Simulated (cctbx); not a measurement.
# Accept or mend?

Cell a = 5.6790 Å, b = 5.6790 Å, c = 11.7800 Å, α = 90.00°, β = 90.00°, γ = 90.00°; space group I4/mmm (no. 139).

Simulated single-crystal data (cctbx): Cu Kα, λ = 1.54184 Å, to d = 0.8 Å, 50 % of the full sphere, strongest reflection 5000 counts, noise from counting, a 1.5 % proportional error and a noise floor of 4 counts (s.d.); no absorption.

An anisotropic refinement with weights 1/σ² prints:

```text
Rint 0.038, 139 unique reflections to 0.80 A
cycle     R1     wR2    GooF  max shift (A)
   1  0.0541  0.0958   3.112   0.00385
   2  0.0385  0.0708   2.300   0.00000
final R1 0.0385 wR2 0.0708 GooF 2.300  parameters 8  data/parameter 17.4
atom        x        y        z      Ueq    occ   su(xyz)  su(Uiso or U11)
Br1    0.00000  0.50000  0.00000   0.0158  1.000  0.00000  0.0009
Br2    0.00000  0.00000  0.23713   0.0172  1.000  0.00015  0.0006
Sc1    0.00000  0.00000  0.00000   0.0121  1.000  0.00000  0.0013
difference map: max 5.57 min -1.89 rms 0.30
Q1    0.0000  0.5000  0.2500    4    5.57  2.84 A from Br2
Q2    0.0000  0.5000  0.0000    4    2.07  0.00 A from Br1
Q3    0.0000  0.0000  0.1962    4    1.64  0.48 A from Br2
Q4    0.0000  0.2614  0.1500   16    0.52  1.80 A from Br2
Q5    0.0000  0.1138  0.0279   16    0.52  0.72 A from Sc1
Q6    0.0000  0.1519  0.3533   16    0.51  1.62 A from Br2
```

**Question.** Can this result stand? If not, what is the likely fault?

Mend it. The fault: an atom left out, Li at (0, 1/2, 1/4). Against the right model at the same level, R1 goes from 0.0159 to 0.0385 and GooF from 0.91 to 2.30 and the top difference peak, 5.6 e/Å³, lies 2.84 Å from Br2. Q1 is the missing atom. With scattering power missing, scale and phases suffer, so peaks may also grow on the heavy atoms.

The compound is Li2ScBr4. The right model at the same level gives:

```text
Rint 0.038, 139 unique reflections to 0.80 A
cycle     R1     wR2    GooF  max shift (A)
   1  0.0317  0.0620   2.030   0.00060
   2  0.0159  0.0278   0.909   0.00000
final R1 0.0159 wR2 0.0278 GooF 0.909  parameters 10  data/parameter 13.9
atom        x        y        z      Ueq    occ   su(xyz)  su(Uiso or U11)
Br1    0.00000  0.50000  0.00000   0.0158  1.000  0.00000  0.0004
Br2    0.00000  0.00000  0.23685   0.0184  1.000  0.00006  0.0003
Sc1    0.00000  0.00000  0.00000   0.0144  1.000  0.00000  0.0006
Li1    0.00000  0.50000  0.25000   0.0346  1.000  0.00000  0.0057
difference map: max 0.73 min -0.64 rms 0.15
Q1    0.0000  0.0000  0.1467    4    0.73  1.06 A from Br2
Q2    0.0000  0.0000  0.5000    2    0.65  2.84 A from Br1
Q3    0.0000  0.1169  0.3104   16    0.55  1.09 A from Br2
Q4    0.0000  0.2653  0.1541   16    0.52  1.75 A from Li1
Q5    0.0000  0.1362  0.0529   16    0.47  0.99 A from Sc1
Q6    0.0000  0.2916  0.2521   16    0.42  1.18 A from Li1
```

This is a model crystal, built by substitution and not relaxed, with assumed displacement parameters.

[Middle refinement cycles are left out of these outputs.]

[Logs are printed without paths, hosts, clocks, repeated set-up lines and the standing remarks that a program may print on its own settings, such as how far it seeks lower states.]
